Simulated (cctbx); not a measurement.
## A crystallographic session in cctbx: CdAgBr3

Library: cctbx 2025.11. The data are simulated by the first script.

## 1. Simulate the data

run.py:

```python
from cctbx import adptbx, crystal, miller, sgtbx, xray
from cctbx.array_family import flex
from iotbx.shelx import hklf
from scitbx import matrix
import scitbx.random

cs = crystal.symmetry(unit_cell=(9.082, 4.036, 15.101, 90, 90, 90), space_group_symbol='Hall: -P 2ac 2n')  # Pnma
atoms = [  # label, site, U (iso, or U11 U22 U33 U12 U13 U23 in A^2), occupancy
    ("Cd1", (0.8271, 0.75, 0.9441), 0.0046, 1),
    ("Ag1", (0.5621, 0.75, 0.1767), 0.0046, 1),
    ("Br1", (0.9843, 0.75, 0.1067), 0.0054, 1),
    ("Br2", (0.8374, 0.75, 0.5079), 0.0062, 1),
    ("Br3", (0.6975, 0.75, 0.7917), 0.0057, 1),
]
xs = xray.structure(crystal_symmetry=cs)
for label, site, u, occ in atoms:
    u = adptbx.u_cif_as_u_star(cs.unit_cell(), u) if isinstance(u, tuple) else u
    xs.add_scatterer(xray.scatterer(label, site=site, u=u, occupancy=occ))
xs.set_inelastic_form_factors(0.71073, "sasaki")
xs.show_summary()
p1 = xs.expand_to_p1()
ms = miller.build_set(p1, anomalous_flag=True, d_min=0.6)
flex.set_random_seed(180215)
scitbx.random.set_random_seed(180215)
ms = ms.select(flex.random_double(ms.size()) < 0.95)
i = ms.structure_factors_from_scatterers(p1, algorithm="direct").f_calc().as_intensity_array().data()
i = i * 5000 / flex.max(i)
sig = flex.sqrt(i + flex.pow2(0.03 * i) + 2 ** 2)
noise = scitbx.random.variate(scitbx.random.normal_distribution())(i.size())
data = ms.array(data=i + sig * noise, sigmas=sig).set_observation_type_xray_intensity()
with open("data.hkl", "w") as f:
    data.export_as_shelx_hklf(f)
print("reflections written:", data.size(), " <I/sigma> = %.1f" % flex.mean(data.data() / data.sigmas()))
for h, a, b in list(data.sort("data"))[:12]:
    print("%4d%4d%4d %9.1f %7.1f" % (h + (a, b)))
```

```console
$ python run.py
```

```text
Number of scatterers: 5
At special positions: 5
Unit cell: (9.082, 4.036, 15.101, 90, 90, 90)
Space group: P n m a (No. 62)
reflections written: 10189  <I/sigma> = 6.1
   0   2   0    4878.2   165.8
   0  -4   0    2142.0    77.5
   0   4   0    2064.0    77.5
  -3   0  -9    2018.6    73.9
  -3   0   9    2015.7    73.9
   3   0   9    1988.7    73.9
   3   0  -9    1871.6    73.9
  -2  -1  -2    1733.6    63.8
  -2   1  -2    1724.1    63.8
   0   1  -5    1701.4    61.3
  -2   1   2    1685.1    63.8
   2   1   2    1676.5    63.8
```

It took 0.25 s on 1 thread of Arm Neoverse V2, with other jobs on the host, peak memory 0.07 GiB.

## 2. Symmetry

run.py:

```python
from cctbx import crystal, sgtbx, statistics
from cctbx.array_family import flex
from iotbx.shelx import hklf

p1 = crystal.symmetry(unit_cell=(9.082, 4.036, 15.101, 90, 90, 90), space_group_symbol="P 1")
raw = hklf.reader(file_name="data.hkl").as_miller_arrays(crystal_symmetry=p1, anomalous=True)[0]
print(raw.size(), "reflections to d = %.3f A" % raw.d_min())
isig = raw.data() / raw.sigmas()
print("centring   violations  <I/sigma> of those")
best = "P"
for c in "ABCIRF":
    a = raw.customized_copy(space_group_info=sgtbx.space_group_info("Hall: %s 1" % c)).sys_absent_flags().data()
    m = flex.mean(isig.select(a))
    print("%5s %10d of %5d %8.1f" % (c, (isig.select(a) > 4).count(True), a.count(True), m))
    if (isig.select(a) > 4).count(True) < 0.01 * a.count(True):
        best = c
raw = raw.select(~raw.customized_copy(space_group_info=sgtbx.space_group_info("Hall: %s 1" % best)).sys_absent_flags().data())
isig = raw.data() / raw.sigmas()
rows = []
for s in sgtbx.space_group_symbol_iterator():
    g = sgtbx.space_group(s)
    if g.conventional_centring_type_symbol() != best or not g.is_compatible_unit_cell(p1.unit_cell(), 1e-3, 0.02):
        continue
    rows.append((s, g))
print("Laue class    unique    Rint  (classes that these axes allow; Friedel mates merged)")
rint = {}
for s, g in rows:
    laue = g.build_derived_patterson_group()
    key = laue.type().hall_symbol()
    if key not in rint:
        m = raw.customized_copy(space_group_info=laue.info(), anomalous_flag=False).merge_equivalents()
        rint[key] = m.r_int()
        print("%-14s %6d %7.3f" % (laue.type().lookup_symbol(), m.array().size(), m.r_int()))
floor = min(rint.values())
good = [(s, g) for s, g in rows if rint[g.build_derived_patterson_group().type().hall_symbol()] < 2 * floor + 0.03]
top = max(g.build_derived_patterson_group().order_z() for s, g in good)
print("space group    extra absences  I>4sigma  <I/sigma>")
for s, g in good:
    laue = g.build_derived_patterson_group()
    if laue.order_z() != top:
        continue
    a = raw.customized_copy(space_group_info=g.info()).sys_absent_flags().data()
    a &= ~raw.customized_copy(space_group_info=laue.info()).sys_absent_flags().data()
    bad = (isig.select(a) > 4).count(True)
    if bad <= 0.03 * a.count(True):
        print("%-16s %8d %10d %9s  %s" % (s.universal_hermann_mauguin(), a.count(True), bad, "%.1f" % flex.mean(isig.select(a)) if a.count(True) else "-", "centric" if g.is_centric() else "acentric"))
laue = max(good, key=lambda t: t[1].build_derived_patterson_group().order_z())[1].build_derived_patterson_group()
f = raw.customized_copy(space_group_info=laue.info(), anomalous_flag=False).merge_equivalents().array().eliminate_sys_absent().f_sq_as_f()
f.set_observation_type_xray_amplitude()
bins = max(3, min(8, f.size() // 12))
f.setup_binner(n_bins=bins)
w = statistics.wilson_plot(f, {e: n / laue.order_z() for e, n in {'Cd': 4.0, 'Ag': 4.0, 'Br': 12.0}.items()}, e_statistics=True)
print("Wilson B = %.2f A^2   <|E^2-1|> = %.3f (0.968 centric, 0.736 acentric)   E^2>4: %.1f %%" % (w.wilson_b, w.mean_e_sq_minus_1, w.percent_e_sq_gt_2))
print("shell (A)         n   <I/sigma>")
m = raw.customized_copy(space_group_info=laue.info(), anomalous_flag=False).merge_equivalents().array().eliminate_sys_absent()
for b in m.setup_binner(n_bins=bins).range_used():
    sel = m.binner().selection(b)
    print("%5.2f - %4.2f %6d %8.1f" % (min(m.binner().bin_d_range(b)[0] if m.binner().bin_d_range(b)[0] > 0 else 99, 99), m.binner().bin_d_range(b)[1], sel.count(True), flex.mean((m.data() / m.sigmas()).select(sel))))
```

```console
$ python run.py
```

```text
10189 reflections to d = 0.600 A
centring   violations  <I/sigma> of those
    A       3008 of  5149      6.1
    B       2962 of  5109      5.9
    C       2984 of  5080      6.0
    I       2917 of  5124      5.9
    R       4023 of  6789      6.1
    F       4477 of  7669      6.0
Laue class    unique    Rint  (classes that these axes allow; Friedel mates merged)
P -1             5356   0.055
P 1 2/m 1        2986   0.065
P 1 1 2/m        2775   0.067
P 2/m 1 1        2823   0.067
P m m m          1609   0.072
space group    extra absences  I>4sigma  <I/sigma>
P 2 2 2                 0          0         -  acentric
P 2 2 21               25          0      -0.0  acentric
P 21 2 2               15          0      -0.2  acentric
P 2 21 2                5          0       0.7  acentric
P 21 21 2              20          0       0.0  acentric
P 2 21 21              30          0       0.1  acentric
P 21 2 21              40          0      -0.1  acentric
P 21 21 21             45          0      -0.0  acentric
P m m 2                 0          0         -  acentric
P 2 m m                 0          0         -  acentric
P m 2 m                 0          0         -  acentric
P 21 m a              148          0      -0.0  acentric
P m 2 a               148          0      -0.0  acentric
P n m 21              258          0      -0.0  acentric
P n 21 m              258          0      -0.0  acentric
P n 21 a              406          0      -0.0  acentric
P m m m                 0          0         -  centric
P m m a               148          0      -0.0  centric
P n m m :1            258          0      -0.0  centric
P n m m :2            258          0      -0.0  centric
P n m a               406          0      -0.0  centric
Wilson B = 0.38 A^2   <|E^2-1|> = 0.865 (0.968 centric, 0.736 acentric)   E^2>4: 3.2 %
shell (A)         n   <I/sigma>
15.11 - 1.20    238     19.2
 1.20 - 0.95    209     16.7
 0.95 - 0.83    195     15.9
 0.83 - 0.76    197     13.0
 0.76 - 0.70    198     12.4
 0.70 - 0.66    184     11.2
 0.66 - 0.63    200     11.6
 0.63 - 0.60    188     10.4
```

Time: 0.37 s.

## 3. Patterson map

run.py:

```python
from cctbx import crystal, maptbx
from iotbx.shelx import hklf

cs = crystal.symmetry(unit_cell=(9.082, 4.036, 15.101, 90, 90, 90), space_group_symbol='Hall: -P 2ac 2n')  # Pnma
raw = hklf.reader(file_name="data.hkl").as_miller_arrays(crystal_symmetry=cs, anomalous=True)[0]
merged = raw.eliminate_sys_absent().merge_equivalents()
fo2 = merged.array().set_observation_type_xray_intensity()
f = fo2.average_bijvoet_mates().f_sq_as_f()
pm = f.patterson_map(symmetry_flags=maptbx.use_space_group_symmetry, sharpening=False, resolution_factor=0.25)
peaks = pm.peak_search(parameters=maptbx.peak_search_parameters(min_distance_sym_equiv=0.4, max_clusters=14)).all()
top = peaks.heights()[0]
print("Patterson group", f.patterson_symmetry().space_group_info())
print("      u       v       w   height  length (A)")
for x, h in zip(peaks.sites(), peaks.heights()):
    y = [t - round(t) for t in x]
    print("%7.3f %7.3f %7.3f %8.1f %8.2f" % (x + (1000 * h / top, cs.unit_cell().length(y))))
```

```console
$ python run.py
```

```text
Patterson group P m m m
      u       v       w   height  length (A)
  0.000   0.000   0.000   1000.0     0.00
  0.156   0.500   0.500    205.1     7.94
  0.500   0.000   0.049    194.7     4.60
  0.329   0.500   0.103    187.8     3.93
  0.000   0.000   0.436    185.9     6.58
  0.463   0.500   0.280    184.8     6.30
  0.230   0.000   0.384    172.2     6.16
  0.178   0.500   0.057    169.6     2.72
  0.144   0.000   0.158    166.4     2.72
  0.376   0.500   0.118    154.7     4.34
  0.352   0.000   0.458    150.7     7.62
  0.141   0.000   0.391    148.8     6.04
  0.279   0.000   0.326    147.0     5.54
  0.266   0.000   0.232    138.5     4.26
```

Time: 0.24 s.

## 4. Charge flipping

run.py:

```python
import itertools
from cctbx import crystal, maptbx
from cctbx.array_family import flex
from iotbx.shelx import hklf
from smtbx.ab_initio import charge_flipping as cf

cs = crystal.symmetry(unit_cell=(9.082, 4.036, 15.101, 90, 90, 90), space_group_symbol='Hall: -P 2ac 2n')  # Pnma
raw = hklf.reader(file_name="data.hkl").as_miller_arrays(crystal_symmetry=cs, anomalous=True)[0]
merged = raw.eliminate_sys_absent().merge_equivalents()
fo2 = merged.array().set_observation_type_xray_intensity()
f = fo2.average_bijvoet_mates().f_sq_as_f().resolution_filter(d_min=0.9)
p1 = f.expand_to_p1()
p1.setup_binner_counting_sorted(reflections_per_bin=max(40, p1.size() // 12))
work = p1.array(data=p1.data() / p1.amplitude_quasi_normalisations().data())
flex.set_random_seed(65308)
it = cf.weak_reflection_improved_iterator(delta=None, weak_reflection_fraction=0.3)
it.start(work, phases=flex.random_double(p1.size()) * 6.2832, f_000=0)
it.delta = 0.9 * it.rho_map.sigma()
print("cycle      R  skewness")
for n, st in enumerate(itertools.islice(it, 100)):
    if n % 8 == 0:
        print("%5d %6.3f %8.2f" % (n, st.r1_factor(), st.rho_map.skewness()))
rho = p1.phase_transfer(it.f_calc).fft_map().apply_volume_scaling()
polish = cf.low_density_elimination_iterator(constant_rho_c=rho.sigma())
polish.start(f_obs=p1, phases=it.f_calc, f_000=0)
for _ in range(8):
    next(polish)
print("origin shift          correlation  skewness")
maps = []
for fc, shift, cc in itertools.islice(cf.f_calc_symmetrisations(f, polish.f_calc, 0), 4):
    m = f.phase_transfer(fc).fft_map(symmetry_flags=maptbx.use_space_group_symmetry, resolution_factor=0.25).apply_sigma_scaling()
    maps.append((m.skewness(), cc, m))
    print("%6.3f %6.3f %6.3f %10.3f %9.2f" % (tuple(shift) + (cc, m.skewness())))
skew, cc, m = max((t for t in maps if t[1] > maps[0][1] - 0.04), key=lambda t: t[0])
print("taken: symmetry correlation %.3f, skewness %.2f" % (cc, skew))
peaks = m.peak_search(parameters=maptbx.peak_search_parameters(min_distance_sym_equiv=0.9, max_clusters=10)).all()
sps = cs.special_position_settings(min_distance_sym_equiv=0.5)
print("peak      x       y       z  mult  height/sigma")
for k, (x, h) in enumerate(zip(peaks.sites(), peaks.heights())):
    ss = sps.site_symmetry(x)
    print("Q%-3d %7.4f %7.4f %7.4f %4d %8.1f" % ((k + 1,) + tuple(t % 1 for t in ss.exact_site()) + (ss.multiplicity(), h)))
```

```console
$ python run.py
```

```text
cycle      R  skewness
    0  0.622     0.14
    8  0.406     1.19
   16  0.399     1.27
   24  0.396     1.46
   32  0.420     1.56
   40  0.398     1.73
   48  0.411     1.69
   56  0.399     1.74
   64  0.411     1.80
   72  0.412     1.77
   80  0.412     1.81
   88  0.420     1.88
   96  0.425     1.74
origin shift          correlation  skewness
 0.347  0.435  0.404      0.842      1.35
 0.347  0.436  0.190      0.821      1.14
 0.051  0.439  0.479      0.820      1.49
 0.350  0.431  0.477      0.814      1.32
taken: symmetry correlation 0.820, skewness 1.49
peak      x       y       z  mult  height/sigma
Q1    0.1760  0.7500  0.2302    4      7.6
Q2    0.1718  0.2500  0.5728    4      6.8
Q3    0.1990  0.2500  0.8901    4      6.8
Q4    0.1606  0.2500  0.0196    4      6.6
Q5    0.0164  0.7500  0.6066    4      6.4
Q6    0.0459  0.7500  0.4176    4      4.4
Q7    0.0946  0.7500  0.7705    4      4.1
Q8    0.0214  0.7500  0.0588    4      3.8
Q9    0.2054  0.2500  0.7676    4      3.4
Q10   0.1309  0.2500  0.3118    4      3.2
```

Time: 0.31 s.

## 5. Refinement (model from the peaks)

run.py:

```python
import math
from cctbx import adptbx, crystal, maptbx, sgtbx, xray
from cctbx.array_family import flex
from cctbx.xray import observations
from iotbx.shelx import hklf
from scitbx.lstbx import normal_eqns_solving
from smtbx import absolute_structure, utils
from smtbx.refinement import constraints, least_squares

cs = crystal.symmetry(unit_cell=(9.082, 4.036, 15.101, 90, 90, 90), space_group_symbol='Hall: -P 2ac 2n')  # Pnma
atoms = [  # label, site, U (iso, or U11 U22 U33 U12 U13 U23 in A^2), occupancy
    ("Br1", (0.176, 0.75, 0.2302), 0.0200, 1),
    ("Cd1", (0.1718, 0.25, 0.5728), 0.0200, 1),
    ("Ag1", (0.199, 0.25, 0.8901), 0.0200, 1),
    ("Br2", (0.1606, 0.25, 0.0196), 0.0200, 1),
    ("Br3", (0.0164, 0.75, 0.6066), 0.0200, 1),
]
xs = xray.structure(crystal_symmetry=cs)
for label, site, u, occ in atoms:
    u = adptbx.u_cif_as_u_star(cs.unit_cell(), u) if isinstance(u, tuple) else u
    xs.add_scatterer(xray.scatterer(label, site=site, u=u, occupancy=occ))
xs.set_inelastic_form_factors(0.71073, "sasaki")
raw = hklf.reader(file_name="data.hkl").as_miller_arrays(crystal_symmetry=cs, anomalous=True)[0]
merged = raw.eliminate_sys_absent().merge_equivalents()
fo2 = merged.array().set_observation_type_xray_intensity()
print("Rint %.3f, %d unique reflections to %.2f A" % (merged.r_int(), fo2.size(), fo2.d_min()))
for sc in xs.scatterers():
    sc.flags.set_grad_site(True)
    sc.flags.set_grad_u_aniso(sc.flags.use_u_aniso())
    sc.flags.set_grad_u_iso(sc.flags.use_u_iso())
obs = fo2.as_xray_observations()
extra = {}
rep = constraints.reparametrisation(xs, [], utils.connectivity_table(xs), **extra)
ls = least_squares.crystallographic_ls(obs, rep, weighting_scheme=least_squares.mainstream_shelx_weighting(a=0, b=0))
print("cycle     R1     wR2    GooF  max shift (A)")
for cycle in range(6):
    ls.build_up()
    r1, wr2, goof = ls.r1_factor(cutoff_factor=2)[0], ls.wR2(), ls.goof()
    old = xs.sites_cart()
    normal_eqns_solving.levenberg_marquardt_iterations(ls, n_max_iterations=3, tau=0.0001, step_threshold=1e-7)
    big = flex.max((xs.sites_cart() - old).norms())
    print("%4d %7.4f %7.4f %7.3f %9.5f" % (cycle + 1, r1, wr2, goof, big))
    ls.build_up(objective_only=True)
    if abs(ls.wR2() - wr2) < 5e-5 and big < 5e-4:
        break
ls.build_up()
print("final R1 %.4f wR2 %.4f GooF %.3f  parameters %d  data/parameter %.1f" % (ls.r1_factor(cutoff_factor=2)[0], ls.wR2(), ls.goof(), ls.n_parameters, fo2.size() / ls.n_parameters))
cov = ls.covariance_matrix_and_annotations()
su = dict(zip(cov.annotations, (math.sqrt(max(v, 0)) for v in cov.matrix.matrix_packed_u_diagonal())))
a2 = cs.unit_cell().reciprocal_parameters()[0] ** -2
print("atom        x        y        z      Ueq    occ   su(xyz)  su(Uiso or U11)")
for sc in xs.scatterers():
    s = max(su.get(sc.label + k, 0) for k in (".x", ".y", ".z"))
    npd = "" if sc.is_positive_definite_u(cs.unit_cell()) else "  NPD"
    print("%-5s %8.5f %8.5f %8.5f %8.4f %6.3f %8.5f %7.4f%s" % ((sc.label,) + sc.site + (sc.u_iso_or_equiv(cs.unit_cell()), sc.occupancy, s, su.get(sc.label + ".uiso", su.get(sc.label + ".u11", 0) * a2), npd)))
fo = fo2.f_sq_as_f()
fc = fo.structure_factors_from_scatterers(xs, algorithm="direct").f_calc()
diff = fo.f_obs_minus_f_calc(1 / math.sqrt(ls.scale_factor()), fc).average_bijvoet_mates()
m = diff.fft_map(symmetry_flags=maptbx.use_space_group_symmetry, resolution_factor=0.25).apply_volume_scaling()
print("difference map: max %.2f min %.2f rms %.2f" % (m.statistics().max(), m.statistics().min(), m.statistics().sigma()))
peaks = m.peak_search(parameters=maptbx.peak_search_parameters(min_distance_sym_equiv=0.6, max_clusters=5)).all()
near = xs.closest_distances(peaks.sites(), distance_cutoff=4)
sps = cs.special_position_settings(min_distance_sym_equiv=0.5)
for k, (x, h) in enumerate(zip(peaks.sites(), peaks.heights())):
    ss = sps.site_symmetry(x)
    print("Q%-3d %7.4f %7.4f %7.4f %4d %7.2f  %.2f A from %s" % ((k + 1,) + tuple(t % 1 for t in ss.exact_site()) + (ss.multiplicity(), h, near.smallest_distances[k], xs.scatterers()[near.i_seqs[k]].label)))
```

```console
$ python run.py
```

```text
Rint 0.071, 1491 unique reflections to 0.60 A
cycle     R1     wR2    GooF  max shift (A)
   1  0.7961  0.9685  18.835   0.23986
   2  0.6439  0.9052  17.605   0.20070
   3  0.6308  0.8947  17.399   0.04021
   4  0.6316  0.8936  17.380   0.04369
   5  0.6334  0.8924  17.356   0.04673
   6  0.6334  0.8910  17.329   0.04760
final R1 0.6308 wR2 0.8876 GooF 17.263  parameters 15  data/parameter 99.4
atom        x        y        z      Ueq    occ   su(xyz)  su(Uiso or U11)
Br1    0.19799  0.75000  0.22222   0.0023  1.000  0.00218  0.0029
Cd1    0.15854  0.25000  0.56316   0.0054  1.000  0.00192  0.0023
Ag1    0.17036  0.25000  0.88843   0.0229  1.000  0.00271  0.0047
Br2    0.16890  0.25000 -0.00034   0.0001  1.000  0.00200  0.0027
Br3   -0.01639  0.75000  0.60898   0.0001  1.000  0.00200  0.0028
difference map: max 308.29 min -113.80 rms 19.63
Q1    0.1737  0.2500  0.0001    4  321.32  0.04 A from Br2
Q2    0.0624  0.7500  0.8228    4  306.73  2.45 A from Ag1
Q3    0.0139  0.2500  0.3934    4  248.23  0.04 A from Br3
Q4    0.1629  0.2500  0.5669    4  196.14  0.07 A from Cd1
Q5    0.2043  0.7500  0.2223    4  189.49  0.06 A from Br1
```

Time: 0.61 s.

Figures of merit this high mean that the model is still wrong or incomplete.

## 6. Charge flipping

run.py, as its changes from the last script of this kind:

```diff
@@ -13,3 +13,2 @@
-p1.setup_binner_counting_sorted(reflections_per_bin=max(40, p1.size() // 12))
-work = p1.array(data=p1.data() / p1.amplitude_quasi_normalisations().data())
-flex.set_random_seed(65308)
+work = p1
+flex.set_random_seed(65309)
@@ -20,2 +19,2 @@
-for n, st in enumerate(itertools.islice(it, 100)):
-    if n % 8 == 0:
+for n, st in enumerate(itertools.islice(it, 200)):
+    if n % 16 == 0:
```

```console
$ python run.py
```

```text
cycle      R  skewness
    0  0.617     0.18
   16  0.409     1.67
   32  0.415     3.25
   48  0.341     4.25
   64  0.344     4.33
   80  0.346     4.30
   96  0.342     4.24
  112  0.341     4.30
  128  0.344     4.18
  144  0.341     4.25
  160  0.341     4.26
  176  0.345     4.25
  192  0.341     4.15
origin shift          correlation  skewness
 0.463  0.267  0.479      0.815      1.57
 0.468  0.267  0.274      0.801      1.16
 0.145  0.263  0.381      0.786      1.34
 0.265  0.271  0.478      0.795      1.20
taken: symmetry correlation 0.815, skewness 1.57
peak      x       y       z  mult  height/sigma
Q1    0.0049  0.2500  0.1150    4      9.1
Q2    0.1730  0.7500  0.4854    4      7.1
Q3    0.2143  0.2500  0.7287    4      6.5
Q4    0.0339  0.2500  0.3194    4      6.1
Q5    0.1467  0.7500  0.8730    4      5.6
Q6    0.0862  0.2500  0.9000    4      5.3
Q7    0.0261  0.7500  0.4687    4      5.2
Q8    0.1525  0.2500  0.3730    4      3.5
Q9    0.1092  0.2500  0.5076    4      3.5
Q10   0.1108  0.2500  0.1871    4      3.2
```

It took 0.34 s on 1 thread of Arm Neoverse V2, with other jobs on the host, peak memory 0.08 GiB.

[Logs are printed without paths, hosts, clocks, repeated set-up lines and the standing remarks that a program may print on its own settings, such as how far it seeks lower states.]
